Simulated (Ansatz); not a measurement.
## Ag(111) with 4 thermally displaced layers, 2x2: scattering by thermal displacements

Aim: the resistivity of Ag at 800 K from frozen thermal displacements between perfect leads.

Main program and level: Ansatz 0.2.0; Ansatz plane-wave DFT, PBE, PAW files; ballistic transport by layer matching (Landauer), zero bias; PAW set soft_1.

## Step 1: Starting point

The cell holds 40 atoms: 40 Ag. Cell: a = 5.779 Å, b = 5.779 Å, c = 23.651 Å, α = 93.5°, β = 86.5°, γ = 120.0°. It derives from Ag. Regions: lead, 24 atoms (24 Ag); scattering region, 16 atoms (16 Ag). The structure is stacked along c, and the current runs across the ab planes.

## Step 2: With 4 displaced layers

Each atom of 4 layers is moved at random, by amounts drawn from a normal law 0.1462 Å wide in each direction from the Debye model (225 K) at 800 K. The layers about the cell's end stay perfect and serve as the lead. Disorder leaves little or no symmetry, which makes such runs dear. Energies from -0.05 to 0.05 eV in steps of 0.05 eV are too few for the program's thermal sum, so it prints no conductance; for a metal the transmission near the Fermi level serves, at a fraction of the cost.

File input.yaml:

```yaml
crystal:
  lattice:
    - [5.7787594586, 0.0, 0.0]
    - [-2.8893797293, 5.0045524935, 0.0]
    - [1.4446898646, -0.8340920822, 23.5916866996]
  atoms:
    - { symbol: Ag, position: [0.9916666667, 0.0083333333, 0.05] }
    - { symbol: Ag, position: [0.9916666667, 0.5083333333, 0.05] }
    - { symbol: Ag, position: [0.4916666667, 0.0083333333, 0.05] }
    - { symbol: Ag, position: [0.4916666667, 0.5083333333, 0.05] }
    - { symbol: Ag, position: [0.1416666667, 0.3583333333, 0.15] }
    - { symbol: Ag, position: [0.1416666667, 0.8583333333, 0.15] }
    - { symbol: Ag, position: [0.6416666667, 0.3583333333, 0.15] }
    - { symbol: Ag, position: [0.6416666667, 0.8583333333, 0.15] }
    - { symbol: Ag, position: [0.2916666667, 0.2083333333, 0.25] }
    - { symbol: Ag, position: [0.2916666667, 0.7083333333, 0.25] }
    - { symbol: Ag, position: [0.7916666667, 0.2083333333, 0.25] }
    - { symbol: Ag, position: [0.7916666667, 0.7083333333, 0.25] }
    - { symbol: Ag, position: [0.9611243604, 0.0993130487, 0.3575882192] }
    - { symbol: Ag, position: [0.9249517846, 0.549085747, 0.3467323933] }
    - { symbol: Ag, position: [0.4544876183, 0.0574670919, 0.3546276102] }
    - { symbol: Ag, position: [0.4179165813, 0.6039889405, 0.3494025184] }
    - { symbol: Ag, position: [0.1072736218, 0.4039530789, 0.4476511525] }
    - { symbol: Ag, position: [0.1156310196, 0.9322062832, 0.4487451502] }
    - { symbol: Ag, position: [0.5987145799, 0.4274622155, 0.4446074778] }
    - { symbol: Ag, position: [0.5598217097, 0.919177363, 0.4458452577] }
    - { symbol: Ag, position: [0.1816870762, 0.234073887, 0.5471028238] }
    - { symbol: Ag, position: [0.1896516352, 0.7147798244, 0.5502270034] }
    - { symbol: Ag, position: [0.7617254405, 0.2507562249, 0.5453927717] }
    - { symbol: Ag, position: [0.7621891, 0.7789722915, 0.5481411717] }
    - { symbol: Ag, position: [0.9208874734, 0.1385795486, 0.6487177237] }
    - { symbol: Ag, position: [0.8759105519, 0.6187430128, 0.6515337626] }
    - { symbol: Ag, position: [0.4013840746, 0.0701305528, 0.6459007287] }
    - { symbol: Ag, position: [0.3450118062, 0.5578174198, 0.6507833727] }
    - { symbol: Ag, position: [0.0416666667, 0.4583333333, 0.75] }
    - { symbol: Ag, position: [0.0416666667, 0.9583333333, 0.75] }
    - { symbol: Ag, position: [0.5416666667, 0.4583333333, 0.75] }
    - { symbol: Ag, position: [0.5416666667, 0.9583333333, 0.75] }
    - { symbol: Ag, position: [0.1916666667, 0.3083333333, 0.85] }
    - { symbol: Ag, position: [0.1916666667, 0.8083333333, 0.85] }
    - { symbol: Ag, position: [0.6916666667, 0.3083333333, 0.85] }
    - { symbol: Ag, position: [0.6916666667, 0.8083333333, 0.85] }
    - { symbol: Ag, position: [0.8416666667, 0.1583333333, 0.95] }
    - { symbol: Ag, position: [0.8416666667, 0.6583333333, 0.95] }
    - { symbol: Ag, position: [0.3416666667, 0.1583333333, 0.95] }
    - { symbol: Ag, position: [0.3416666667, 0.6583333333, 0.95] }
kpoints:
  mp_grid: { grid: [4, 4, 1] }
hamiltonian:
  xc: pbe
  pseudopotentials: { kind: paw, azcp: { folder: soft_1 } }
scf:
  occupations: { method: fermi_dirac, width: 0.1 }
output:
  transmission: { leads: [[0, 4]], kmesh: [8, 8], e_range: [-0.05, 0.05], de: 0.05 }
  write_potential: true
  write_density: true
  volumetric_format: npy
```

Run with:

```bash
$ ansatz run input.yaml --threads 4 --pin off --max-ram 15360MiB --backend cpu --events-out ev --progress --plain --runs-dir out
```

Numbers of over 12 decimals in the logs are rounded to 6 here.

The program printed:

```text
Engine: ansatz 0.2.0, aarch64-unknown-linux-gnu
Pseudopotentials: kind: paw
Pseudopotential: Ag, paw, valence charge 19, recommended cutoff 420 eV (normal), soft_1/Ag.paw.azcp
Functional definition: PBE
  parameter kappa = 0.804
  parameter beta = 0.066725
  exchange = pbe_x(kappa = kappa, mu = beta*pi^2/3)
  correlation = pbe_c(beta = beta)
Crystal: 40 atoms, lattice volume = 682.274 Å³
Basis set: ecut = 420 eV, 13363 PW (Γ)
Bands: 456, of which v1, the nominal top of the filled ones, is band 380 counted from 1 (379 counted from 0)
Symmetry: 1 space group operations
Space group: P1 (ITA 1), of the structure as read, at distance tolerance 8.8e-5 Å
k-points: 10 of 16 (time reversal used)
Non-local potential: Ag, projectors of the file, l = 0: 3, l = 1: 2, l = 2: 2, l = 3: 1
PAW form: soft (Blöchl's): semilocal exchange-correlation on the pseudo side does not see the compensation charge
PAW one-centre angular grid: Ag, 590 points (default); XC on 64 Gauss nodes
Initial density: superposition of atomic densities (chi_scale 0.1, normalization cell)
Initial wavefunctions: pseudopotential atomic-orbital guess
Functional: x = pbe(κ = 0.804, μ = 0.219515), c = pbe(β = 0.066725)
SCF iter   1: F=—  HF=-303630.561663 eV  |F-HF|=—  |Δ(HF+E_count)|=         —  Δρ=7.03e-2  dr2=3.60e1  ethr=3.10e-3  ⟨swp⟩=4.0  Hψ=13580  notcnv=0  defer=97
preconditioner: auto → Kerker (q_TF=auto, 2.778 Å⁻¹)  [metal: Δε(μ)=0.043 eV  Ē_g=10.289 eV  σ=0.100 eV  W_gap=0.11  n_scr=260 (ndim 8)  ℏωp=29.8 eV  f_vac=0.000  D(μ)=14.12/eV (n_scr^D=80)]
SCF iter   2: F=—  HF=-303622.073791 eV  |F-HF|=—  |Δ(HF+E_count)|=    8.49e0  Δρ=2.48e-2  dr2=4.57e0  ethr=3.10e-3  ⟨swp⟩=2.4  Hψ=7629  notcnv=0  defer=540
SCF iter   3: F=—  HF=-303620.931722 eV  |F-HF|=—  |Δ(HF+E_count)|=    1.14e0  Δρ=9.63e-3  dr2=5.39e-1  ethr=6.01e-4  ⟨swp⟩=2.1  Hψ=6390  notcnv=0  defer=540
SCF iter   4: F=—  HF=-303620.917752 eV  |F-HF|=—  |Δ(HF+E_count)|=   1.40e-2  Δρ=2.22e-3  dr2=2.64e-2  ethr=7.10e-5  ⟨swp⟩=2.4  Hψ=7838  notcnv=0  defer=540
SCF iter   5: F=—  HF=-303620.924709 eV  |F-HF|=—  |Δ(HF+E_count)|=   6.96e-3  Δρ=4.29e-4  dr2=1.67e-3  ethr=3.48e-6  ⟨swp⟩=2.0  Hψ=6179  notcnv=0  defer=540
SCF iter   6: F=—  HF=-303620.925043 eV  |F-HF|=—  |Δ(HF+E_count)|=   3.34e-4  Δρ=2.66e-4  dr2=1.45e-3  ethr=2.20e-7  ⟨swp⟩=2.0  Hψ=7826  notcnv=0  defer=540
SCF iter   7: F=—  HF=-303620.924951 eV  |F-HF|=—  |Δ(HF+E_count)|=   9.21e-5  Δρ=5.77e-5  dr2=9.25e-5  ethr=1.90e-7  ⟨swp⟩=2.0  Hψ=6098  notcnv=0  defer=540
SCF iter   8: F=—  HF=-303620.925175 eV  |F-HF|=—  |Δ(HF+E_count)|=   2.24e-4  Δρ=2.10e-5  dr2=1.07e-5  ethr=1.22e-8  ⟨swp⟩=1.0  Hψ=4020  notcnv=0  defer=540
SCF iter   9: F=—  HF=-303620.925175 eV  |F-HF|=—  |Δ(HF+E_count)|=   1.26e-7  Δρ=6.91e-6  dr2=1.65e-6  ethr=1.41e-9  ⟨swp⟩=2.0  Hψ=6209  notcnv=0  defer=540
SCF iter  10: F=—  HF=-303620.925175 eV  |F-HF|=—  |Δ(HF+E_count)|=   1.73e-8  Δρ=4.23e-6  dr2=2.85e-7  ethr=2.17e-10  ⟨swp⟩=2.0  Hψ=7394  notcnv=0  defer=540
SCF iter  11: F=-303620.925175 eV  HF=-303620.925175 eV  |F-HF|=4.05e-8  |Δ(HF+E_count)|=   1.91e-8  Δρ=1.50e-6  dr2=4.55e-8  ethr=1.32e-11  ⟨swp⟩=7.8  Hψ=16325  notcnv=0
SCF 1 converged in 11 iterations: F = -303620.925175 eV  dr2 = 4.55e-8
  greatest PAW one-centre occupation: 1.001 electrons in one spin orbital (limit 2), on the Ag atom at site 16 (counted from 0), in its partial waves of l = 0
transmission: 108 of 1020 steps passed
transmission: 207 of 1020 steps passed
[...]
transmission: 1020 of 1020 steps passed
SCF converged after 11 iterations
Free energy (F): -303620.925175 eV
Harris-Foulkes:  -303620.925175 eV  (|F-HF|=4.05e-8)
Internal energy: -303620.493304 eV  (E = F + TS)
E sigma→0 (E₀):  -303620.709240 eV
Entropy (-TS):   -0.431871 eV (-10.797 meV/atom)
Fermi energy:    17.240744 eV
--- Per-component energies (eV) ---
  E_band       = -9469.354657
  E_kinetic    = 18727.595145
  E_local      = -84403.128961  (includes V_loc(G=0)·N_el)
  E_nonlocal   = 1269.151373
  E_hartree    = 41504.540268
  E_xc         = -6372.723916
  E_vxc        = -8067.514441  (∫ρ·V_xc dr)
  E_paw        = -158215.728176  (= ΣΔE_a)
  E_vpaw       = -20004.528841  (= ΣTr[D̂ρ^β])
  E_aug_tail   = 0.014953  (compensation charges beyond the density's cutoff)
  E_ewald      = -116130.213990
  E_smearing   = -0.431871  (= −TS)
  E_closure    = -0.000000  (closes the sum)
  Σ components = -303620.925175   (vs F -303620.925175, Δ=0.00e0)
--- Band table (eV; the first three rows and the last of 10) ---
  k-point 0: bands = [... 376 lower, 17.4087, 17.6814, 17.7084, 17.7564, 17.8094, 17.9989, 18.0459, 18.2198, ... 72 higher]
  k-point 1: bands = [... 376 lower, 16.8484, 16.8824, 16.9835, 17.1131, 17.1694, 17.2967, 17.5653, 17.7320, ... 72 higher]
  k-point 2: bands = [... 376 lower, 16.7991, 16.8469, 16.9856, 17.0230, 17.2933, 17.4050, 17.5811, 17.6741, ... 72 higher]
  k-point 9: bands = [... 376 lower, 16.8201, 16.8727, 16.8983, 16.9116, 17.5521, 17.5629, 17.5856, 17.6289, ... 72 higher]
--- Transmission ---
  basis      : 253 plane waves across, 30 finite elements along
  points     : 34, standing for a mesh of 8 x 8
  energies   : 3 from -0.050000 to 0.050000 eV about the Fermi level, 0.050000 eV apart; the leads are filled to 0.000000 eV, and channels, transmission and decay are at 0.000000 eV
  crystal 0  : Ag4, at the sites [0, 4], period 2.3592 Å, over 14.16 Å; its Hamiltonian steps by up to 5.8 meV
    offset         : up to 0.0000 Å between an atom of the period and one for which it stands
    channels       : 3.234375e0 a spin
    conductance    : none, the energies end too early or step too widely for 300 K: set another output.transmission.e_range or a lower de, or, where they end at an eighth of basis.ecutwfc, a higher one
  junction   : crystal 0 to crystal 0, 0.70 to 21.93 Å
    transmission   : 3.089445e0 a spin
    conductance    : none, the energies end too early or step too widely for 300 K: set another output.transmission.e_range or a lower de, or, where they end at an eighth of basis.ecutwfc, a higher one
```

Run time: 9.6 min. Hardware: 4 threads of Arm Neoverse V1, shared host; peak memory 6 GiB; 33 min of CPU time.

The column dr2 measures how far the density is from self-consistency, as an energy; F and HF (Harris–Foulkes) agree once it is small.

This step gave:

```yaml
free_energy: -303620.9252 eV
energy_at_zero_smearing: -303620.7092 eV
fermi_energy: 17.24 eV
cell_area: 28.92 Å²
transmission_per_spin_nearest_the_fermi_level: 3.089
open_channels_per_spin_nearest_the_fermi_level: 3.234
step_of_the_lead_s_potential: 5.8 meV
```

Per spin. The transmission, zone mean stays at 3.09 for energy from -0.05 to 0.05 eV.

Per spin. The open channels, zone mean, lead stays at 3.23 for energy from -0.05 to 0.05 eV.

Transmission over k1 and k2. At 0.0000 eV from the Fermi level.

Ten even steps from '_' (2.49) to '@' (3.81):
```
--@@----%%------
----@@--##------
------____------
@@@@@@______@@@@
--------____----
--------##--@@--
--------%%----@@
@@------%%------
```
Columns: k1 (b1) from -0.5 to 0.375; rows upwards: k2 (b2) from -0.5 to 0.375.

Open channels over k1 and k2. At 0.0000 eV from the Fermi level.

Ten even steps from '_' (3.00) to '@' (4.00):
```
__@@____@@______
____@@__@@______
________________
@@@@@@______@@@@
________________
________@@__@@__
________@@____@@
@@______@@______
```
Columns: k1 (b1) from -0.5 to 0.375; rows upwards: k2 (b2) from -0.5 to 0.375.

Over the solved energies the transmission per spin lies between 3.09 and 3.09, out of 3.23 channels of the lead on average (up to 3.23).

## Step 3: With 8 displaced layers

Each atom of 8 layers is moved at random, by amounts drawn from a normal law 0.1462 Å wide in each direction from the Debye model (225 K) at 800 K. A fresh draw is used; the growth of the resistance with length is what counts.

System of this step: Ag(111) with 8 thermally displaced layers, 2x2. The cell holds 56 atoms: 56 Ag. Cell: a = 5.779 Å, b = 5.779 Å, c = 33.070 Å, α = 87.5°, β = 92.5°, γ = 120.0°. It derives from Ag. Regions: lead, 24 atoms (24 Ag); scattering region, 32 atoms (32 Ag). The structure is stacked along c, and the current runs across the ab planes.

File input.yaml:

```yaml
crystal:
  lattice:
    - [5.7787594586, 0.0, 0.0]
    - [-2.8893797293, 5.0045524935, 0.0]
    - [-1.4446898646, 0.8340920822, 33.0283613795]
  atoms:
    - { symbol: Ag, position: [0.005952381, 0.994047619, 0.0357142857] }
    - { symbol: Ag, position: [0.005952381, 0.494047619, 0.0357142857] }
    - { symbol: Ag, position: [0.505952381, 0.994047619, 0.0357142857] }
    - { symbol: Ag, position: [0.505952381, 0.494047619, 0.0357142857] }
    - { symbol: Ag, position: [0.1845238095, 0.3154761905, 0.1071428571] }
    - { symbol: Ag, position: [0.1845238095, 0.8154761905, 0.1071428571] }
    - { symbol: Ag, position: [0.6845238095, 0.3154761905, 0.1071428571] }
    - { symbol: Ag, position: [0.6845238095, 0.8154761905, 0.1071428571] }
    - { symbol: Ag, position: [0.3630952381, 0.1369047619, 0.1785714286] }
    - { symbol: Ag, position: [0.3630952381, 0.6369047619, 0.1785714286] }
    - { symbol: Ag, position: [0.8630952381, 0.1369047619, 0.1785714286] }
    - { symbol: Ag, position: [0.8630952381, 0.6369047619, 0.1785714286] }
    - { symbol: Ag, position: [0.0452501432, 0.9357329634, 0.2561323547] }
    - { symbol: Ag, position: [0.0719152703, 0.4763612167, 0.2517778051] }
    - { symbol: Ag, position: [0.5468407489, 0.918976513, 0.2527170226] }
    - { symbol: Ag, position: [0.5313541685, 0.4064464805, 0.2515358252] }
    - { symbol: Ag, position: [0.22499316, 0.3029121898, 0.3194854467] }
    - { symbol: Ag, position: [0.2241373078, 0.7904221216, 0.3175505656] }
    - { symbol: Ag, position: [0.7342097252, 0.2763329208, 0.323608115] }
    - { symbol: Ag, position: [0.7233475371, 0.8110408853, 0.3241069686] }
    - { symbol: Ag, position: [0.4044646482, 0.1187192505, 0.3984323471] }
    - { symbol: Ag, position: [0.4217876903, 0.5545786275, 0.3967655533] }
    - { symbol: Ag, position: [0.9084599789, 0.0991915449, 0.3884020211] }
    - { symbol: Ag, position: [0.9126015397, 0.5639199099, 0.395366231] }
    - { symbol: Ag, position: [0.0867267063, 0.8761196267, 0.4629468837] }
    - { symbol: Ag, position: [0.0489460265, 0.4286302819, 0.4709877711] }
    - { symbol: Ag, position: [0.6021745572, 0.8711086118, 0.4617412054] }
    - { symbol: Ag, position: [0.6185523707, 0.4684381035, 0.4661498348] }
    - { symbol: Ag, position: [0.2414057941, 0.2527383866, 0.5356407354] }
    - { symbol: Ag, position: [0.2403584119, 0.7223098096, 0.5374281523] }
    - { symbol: Ag, position: [0.7622186179, 0.2414952904, 0.534733178] }
    - { symbol: Ag, position: [0.7172408489, 0.7289576944, 0.5410535799] }
    - { symbol: Ag, position: [0.4096629357, 0.0224417437, 0.613048601] }
    - { symbol: Ag, position: [0.4787688665, 0.6270023213, 0.6074195126] }
    - { symbol: Ag, position: [0.9026886203, 0.0222174413, 0.6130016697] }
    - { symbol: Ag, position: [0.9870523814, 0.5419759157, 0.6042790897] }
    - { symbol: Ag, position: [0.1158497898, 0.8628518991, 0.6773740386] }
    - { symbol: Ag, position: [0.1078571245, 0.3917038846, 0.6834166847] }
    - { symbol: Ag, position: [0.6267633123, 0.9140536659, 0.6767131577] }
    - { symbol: Ag, position: [0.5890910104, 0.3255217336, 0.6721545018] }
    - { symbol: Ag, position: [0.3036082556, 0.1906687164, 0.7525664861] }
    - { symbol: Ag, position: [0.3252941743, 0.7463551431, 0.753592984] }
    - { symbol: Ag, position: [0.8152451247, 0.2055867358, 0.7469096515] }
    - { symbol: Ag, position: [0.7652015409, 0.69491209, 0.7449997997] }
    - { symbol: Ag, position: [0.4702380952, 0.0297619048, 0.8214285714] }
    - { symbol: Ag, position: [0.4702380952, 0.5297619048, 0.8214285714] }
    - { symbol: Ag, position: [0.9702380952, 0.0297619048, 0.8214285714] }
    - { symbol: Ag, position: [0.9702380952, 0.5297619048, 0.8214285714] }
    - { symbol: Ag, position: [0.1488095238, 0.8511904762, 0.8928571429] }
    - { symbol: Ag, position: [0.1488095238, 0.3511904762, 0.8928571429] }
    - { symbol: Ag, position: [0.6488095238, 0.8511904762, 0.8928571429] }
    - { symbol: Ag, position: [0.6488095238, 0.3511904762, 0.8928571429] }
    - { symbol: Ag, position: [0.3273809524, 0.1726190476, 0.9642857143] }
    - { symbol: Ag, position: [0.3273809524, 0.6726190476, 0.9642857143] }
    - { symbol: Ag, position: [0.8273809524, 0.1726190476, 0.9642857143] }
    - { symbol: Ag, position: [0.8273809524, 0.6726190476, 0.9642857143] }
kpoints:
  mp_grid: { grid: [4, 4, 1] }
hamiltonian:
  xc: pbe
  pseudopotentials: { kind: paw, azcp: { folder: soft_1 } }
scf:
  occupations: { method: fermi_dirac, width: 0.1 }
output:
  transmission: { leads: [[0, 4]], kmesh: [8, 8], e_range: [-0.05, 0.05], de: 0.05 }
  write_potential: true
  write_density: true
  volumetric_format: npy
```

The program printed:

```text
[...]
Crystal: 56 atoms, lattice volume = 955.184 Å³
Basis set: ecut = 420 eV, 18759 PW (Γ)
Bands: 639, of which v1, the nominal top of the filled ones, is band 532 counted from 1 (531 counted from 0)
Symmetry: 1 space group operations
[...]
k-points: 10 of 16 (time reversal used)
[...]
SCF iter   1: F=—  HF=-425079.841732 eV  |F-HF|=—  |Δ(HF+E_count)|=         —  Δρ=6.99e-2  dr2=5.00e1  ethr=3.10e-3  ⟨swp⟩=4.0  Hψ=19040  notcnv=0  defer=134
[...]
SCF iter  12: F=-425066.482780 eV  HF=-425066.482780 eV  |F-HF|=1.75e-9  |Δ(HF+E_count)|=   1.03e-8  Δρ=7.13e-7  dr2=5.43e-9  ethr=9.40e-12  ⟨swp⟩=8.1  Hψ=23379  notcnv=0
SCF 1 converged in 12 iterations: F = -425066.482780 eV  dr2 = 5.43e-9
[...]
transmission: 141 of 1394 steps passed
transmission: 282 of 1394 steps passed
[...]
transmission: 1394 of 1394 steps passed
SCF converged after 12 iterations
Free energy (F): -425066.482780 eV
[...]
Internal energy: -425065.856115 eV  (E = F + TS)
E sigma→0 (E₀):  -425066.169447 eV
Entropy (-TS):   -0.626665 eV (-11.190 meV/atom)
Fermi energy:    17.179277 eV
[...]
--- Band table (eV; the first three rows and the last of 10) ---
  k-point 0: bands = [... 528 lower, 17.4947, 17.6144, 17.7327, 17.8186, 17.8588, 17.9191, 17.9882, 18.0321, ... 103 higher]
  k-point 1: bands = [... 528 lower, 16.9817, 17.0224, 17.0439, 17.1371, 17.1410, 17.2616, 17.3615, 17.4289, ... 103 higher]
  k-point 2: bands = [... 528 lower, 16.9087, 16.9489, 16.9871, 17.0102, 17.0468, 17.1081, 17.2341, 17.2608, ... 103 higher]
  k-point 9: bands = [... 528 lower, 16.8090, 16.8172, 17.0407, 17.0719, 17.1117, 17.1270, 17.4033, 17.4298, ... 103 higher]
--- Transmission ---
  basis      : 253 plane waves across, 41 finite elements along
  points     : 34, standing for a mesh of 8 x 8
[...]
channels       : 3.328125e0 a spin
[...]
junction   : crystal 0 to crystal 0, 0.70 to 31.37 Å
    transmission   : 3.000699e0 a spin
[...]
```

Elapsed: 18 min, on 4 threads; peak memory 9.8 GiB.

Numbers from this step:

```yaml
free_energy: -425066.4828 eV
energy_at_zero_smearing: -425066.1694 eV
fermi_energy: 17.18 eV
transmission_per_spin_nearest_the_fermi_level: 3.001
open_channels_per_spin_nearest_the_fermi_level: 3.328
step_of_the_lead_s_potential: 6.8 meV
```

Per spin. The transmission, zone mean by energy, zero at the Fermi level:

```
energy (eV)  transmission, zone mean
    -0.0500                     3.00
     0.0000                     3.00
     0.0500                     2.95
```

Over the solved energies the transmission per spin lies between 2.95 and 3.00, out of 3.30 channels of the lead on average (up to 3.33).

(Continued in part 2 of 2.)

[Logs are printed without paths, hosts, clocks, repeated set-up lines and the standing remarks that a program may print on its own settings, such as how far it seeks lower states.]

[Hosts, paths, dates, database ids (printed as entryN), source tags and the programs' standing remarks are cut or masked in the printed files.]
